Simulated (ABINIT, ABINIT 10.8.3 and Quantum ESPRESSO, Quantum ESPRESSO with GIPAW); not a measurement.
**NMR shieldings of LiF (Griceite) in space group Fm-3m by two methods**

How well do two plane-wave methods agree on the shieldings of LiF (Griceite) in space group Fm-3m?

Method: DFT, plane-wave PAW; levels as the steps name them, in ABINIT 10.8.3 and Quantum ESPRESSO with GIPAW.

### Step 1. The starting structure

It takes space group Fm-3m (No. 225, cubic). Conventional cell: a = 4.028 Å, b = 4.028 Å, c = 4.028 Å, α = 90.00°, β = 90.00°, γ = 90.00°. Nearest to F lie 6 Li at 2.01 Å. Nearest to Li lie 6 F at 2.01 Å. Farther neighbours and most contacts between anions are not listed.

### Step 2. GIPAW: ground state

The first road is linear response to a uniform field, which keeps the symmetry and yields every site at once.

A patched development version of Quantum ESPRESSO; PAW files made with ld1.x from the pslibrary 1.0.0 recipes.

Input file run_scf.py:

```python
from ase import Atoms
from ase.calculators.espresso import Espresso, EspressoProfile

atoms = Atoms(
    ['F', 'Li'],
    cell=[
        [0.00000000, 2.01400000, 2.01400000],
        [2.01400000, 0.00000000, 2.01400000],
        [2.01400000, 2.01400000, 0.00000000],
    ],
    scaled_positions=[
        [0.50000000, 0.50000000, 0.50000000],
        [0.00000000, 0.00000000, 0.00000000],
    ],
    pbc=True,
)
atoms.calc = Espresso(
    profile=EspressoProfile(command='mpirun -np 4 pw.x -nk 4', pseudo_dir='./'),
    pseudopotentials={
        'F': 'F.pbe-n-kjpaw_psl.1.0.0-gipaw.UPF',
        'Li': 'Li.pbe-sl-kjpaw_psl.1.0.0-gipaw.UPF',
    },
    input_data={
        'control': {'calculation': 'scf', 'prefix': 'x', 'outdir': './tmp/'},
        'system': {'ecutwfc': 55, 'ecutrho': 330, 'nbnd': 7},
        'electrons': {'conv_thr': 1.0e-10, 'mixing_beta': 0.7, 'electron_maxstep': 100},
    },
    kpts=(11, 11, 11),
    koffset=(0, 0, 0),
)
print('energy', atoms.get_potential_energy(), 'eV')
```

ASE writes espresso.pwi from it and starts pw.x; the output below is espresso.pwo.

Input file espresso.pwi:

```
&CONTROL
   calculation      = 'scf'
   outdir           = './tmp/'
   prefix           = 'x'
   pseudo_dir       = './'
/
&SYSTEM
   nbnd             = 7
   ecutwfc          = 55
   ecutrho          = 330
   ntyp             = 2
   nat              = 2
   ibrav            = 0
/
&ELECTRONS
   electron_maxstep = 100
   conv_thr         = 1e-10
   mixing_beta      = 0.7
/
&IONS
/
&CELL
/
&FCP
/
&RISM
/
ATOMIC_SPECIES
F 18.998403163 F.pbe-n-kjpaw_psl.1.0.0-gipaw.UPF
Li 6.94 Li.pbe-sl-kjpaw_psl.1.0.0-gipaw.UPF

K_POINTS automatic
11 11 11  0 0 0

CELL_PARAMETERS angstrom
0.00000000000000 2.01400000000000 2.01400000000000
2.01400000000000 0.00000000000000 2.01400000000000
2.01400000000000 2.01400000000000 0.00000000000000

ATOMIC_POSITIONS angstrom
F 2.0140000000 2.0140000000 2.0140000000  
Li 0.0000000000 0.0000000000 0.0000000000
```

On the command line:

```console
> python run_scf.py
```

Numbers of over 12 decimals in the logs are rounded to 6 here.

Output:

```text
Warning: card &CELL ignored
Warning: card &FCP ignored
Warning: card &RISM ignored

     using ibrav=0 with symmetry is DISCOURAGED, use correct ibrav instead

     bravais-lattice index     =            0
     lattice parameter (alat)  =       5.3824  a.u.
     unit-cell volume          =     110.2567 (a.u.)^3
     number of atoms/cell      =            2
     number of atomic types    =            2
     number of electrons       =        10.00
     number of Kohn-Sham states=            7
     kinetic-energy cutoff     =      55.0000  Ry
     charge density cutoff     =     330.0000  Ry
     scf convergence threshold =      1.0E-10
     mixing beta               =       0.7000
     number of iterations used =            8  plain     mixing
     Exchange-correlation= SLA-PW-PBX-PBC
                           (   1   4   3   4   0   0   0)
[...]
F                 7.00    18.99840     F ( 1.00)
     Li                3.00     6.94000     Li( 1.00)

     48 Sym. Ops., with inversion, found
[...]
number of k points=    56
[...]
Dense  grid:    11191 G-vectors     FFT dimensions: (  32,  32,  32)

     Smooth grid:     5985 G-vectors     FFT dimensions: (  25,  25,  25)

     Check: negative core charge=   -0.000003

     Initial potential from superposition of free atoms

     starting charge       9.9954, renormalised to      10.0000
     Starting wfcs are    9 randomized atomic wfcs

     Self-consistent Calculation

     iteration #  1     ecut=    55.00 Ry     beta= 0.70
     Davidson diagonalization with overlap
     ethr =  1.00E-02,  avg # of iterations =  3.1

     total energy              =     -74.63042592 Ry
     estimated scf accuracy    <       0.12584828 Ry

     iteration #  2     ecut=    55.00 Ry     beta= 0.70
     Davidson diagonalization with overlap
     ethr =  1.26E-03,  avg # of iterations =  2.0

     total energy              =     -74.66468571 Ry
     estimated scf accuracy    <       0.09725260 Ry

     iteration #  3     ecut=    55.00 Ry     beta= 0.70
     Davidson diagonalization with overlap
     ethr =  9.73E-04,  avg # of iterations =  2.1

     total energy              =     -74.68485285 Ry
     estimated scf accuracy    <       0.00059358 Ry

[...]
total energy              =     -74.68520845 Ry
[...]
iteration # 11     ecut=    55.00 Ry     beta= 0.70
     Davidson diagonalization with overlap
     ethr =  5.86E-12,  avg # of iterations =  3.3

     total energy              =     -74.68520845 Ry
     estimated scf accuracy    <          9.2E-10 Ry

     iteration # 12     ecut=    55.00 Ry     beta= 0.70
     Davidson diagonalization with overlap
     ethr =  5.86E-12,  avg # of iterations =  3.0

     The highest empty levels of an scf can be off by 1 eV or more

     End of self-consistent calculation
     [one-electron energies left out]

     highest occupied, lowest unoccupied level (ev):     0.8445    9.9195

!    total energy              =     -74.68520845 Ry
     total all-electron energy =      -215.097938 Ry
     estimated scf accuracy    <          4.3E-13 Ry

     The total energy is the sum of the following terms:
     one-electron contribution =     -27.07429247 Ry
     hartree contribution      =      17.81033701 Ry
     xc contribution           =     -13.38642838 Ry
     ewald contribution        =     -40.94827666 Ry
     one-center paw contrib.   =     -11.08654795 Ry

     convergence has been achieved in  12 iterations
[...]
JOB DONE.
```

The job ended after 6.2 s (4 MPI ranks of Intel Xeon at 2.70GHz, shared host; peak memory 0.31 GiB).

### Step 3. GIPAW: response

Input file nmr.in:

```
&inputgipaw
  job = 'nmr'
  prefix = 'x'
  tmp_dir = './tmp/'
  restart_mode = 'from_scratch'
  verbosity = 'low'
  q_gipaw = 0.01
  spline_ps = .true.
  conv_threshold = 1.0d-14
  use_nmr_macroscopic_shape = .false.
  pawproj(1) = .true.
  pawproj(2) = .true.
/
```

On the command line:

```console
> mpirun -np 4 gipaw.x -in nmr.in > nmr.out
```

Output:

```text
[banner, memory and clock lines left out]
[a note of our patched build left out]

     Parallelizing q-star over 1 images

     IMPORTANT: XC functional enforced from input :
     Exchange-correlation= PBE
                           (   1   4   3   4   0   0   0)
     Any further DFT definition will be discarded
     Please, verify this is what you really want

     Check: negative core charge=   -0.000003
[...]
alpha_pv=     81.7835 eV

     spline_ps is .false., expect some extrapolation errors

     q-space interpolation up to    66.00 Rydberg

     GIPAW job: nmr
     NMR macroscopic correction: no
[...]
Computing the magnetic susceptibility     isolve=0    ethr=  0.1000E-13
     Starting from scratch
     k-point #    1 of    56      pool #  1    cpu time:       0.8
[...]
End of magnetic susceptibility calculation

     f-sum rule (1st term):
            -7.5174         -0.0000         -0.0000
            -0.0000         -7.5174          0.0000
             0.0000         -0.0000         -7.5174

     f-sum rule (2nd term):
            -0.3407          0.0000         -0.0000
            -0.0000         -0.3407          0.0000
             0.0000          0.0000         -0.3407

     f-sum rule (should be    -7.8557):
            -7.8582         -0.0000         -0.0000
            -0.0000         -7.8582          0.0000
             0.0000         -0.0000         -7.8582

[... susceptibilities left out ...]
     Contributions to the NMR chemical shifts: -------------------------------

     Macroscopic shape contribution in ppm:                    0.00
             0.0000          0.0000          0.0000
             0.0000          0.0000          0.0000
             0.0000          0.0000          0.0000

     Core contribution in ppm:

     Atom  1  F   pos: (  0.707107  0.707107  0.707107)  core sigma:         306.42
     Atom  2  Li  pos: (  0.000000  0.000000  0.000000)  core sigma:           0.00

     Bare contribution in ppm:

     Atom  1  F   pos: (  0.707107  0.707107  0.707107)  bare sigma:         103.00
[...]
Atom  2  Li  pos: (  0.000000  0.000000  0.000000)  bare sigma:          12.12
[...]
Diamagnetic contribution in ppm:

     Atom  1  F   pos: (  0.707107  0.707107  0.707107)  dia sigma:          43.35
[...]
Atom  2  Li  pos: (  0.000000  0.000000  0.000000)  dia sigma:          70.72
[...]
Paramagnetic contribution in ppm:

     Atom  1  F   pos: (  0.707107  0.707107  0.707107)  para sigma:         206.74
[...]
Atom  2  Li  pos: (  0.000000  0.000000  0.000000)  para sigma:          -1.46
[...]
Paramagnetic US occ-occ contribution in ppm:

     Atom  1  F   pos: (  0.707107  0.707107  0.707107)  para_oo sigma:          -0.70
[...]
Atom  2  Li  pos: (  0.000000  0.000000  0.000000)  para_oo sigma:          -0.01
[...]
Paramagnetic US L_R Q_R contribution in ppm:

     Atom  1  F   pos: (  0.707107  0.707107  0.707107)  para_lq sigma:        -296.94
[...]
Atom  2  Li  pos: (  0.000000  0.000000  0.000000)  para_lq sigma:          -0.24
[...]
Total NMR chemical shifts in ppm: ---------------------------------------
     (adopting the Simpson convention for anisotropy and asymmetry)-----------

     Atom  1  F   pos: (  0.707107  0.707107  0.707107)  Total sigma:         361.86
[...]
F       1    anisotropy:      0.00    eta:    0.0000
[...]
Atom  2  Li  pos: (  0.000000  0.000000  0.000000)  Total sigma:          81.13
[...]
Li      2    anisotropy:     -0.00    eta:    0.0000
[...]
```

It took 44 s on 4 MPI ranks; peak memory 0.21 GiB.

(Part 1 of 2 ends here.)

[Banner, clock, file and dataset-listing lines were taken out of the logs.]

[Logs are printed without paths, hosts, clocks, repeated set-up lines and the standing remarks that a program may print on its own settings, such as how far it seeks lower states.]

[Hosts, paths, dates, database ids (printed as entryN), source tags and the programs' standing remarks are cut or masked in the printed files.]
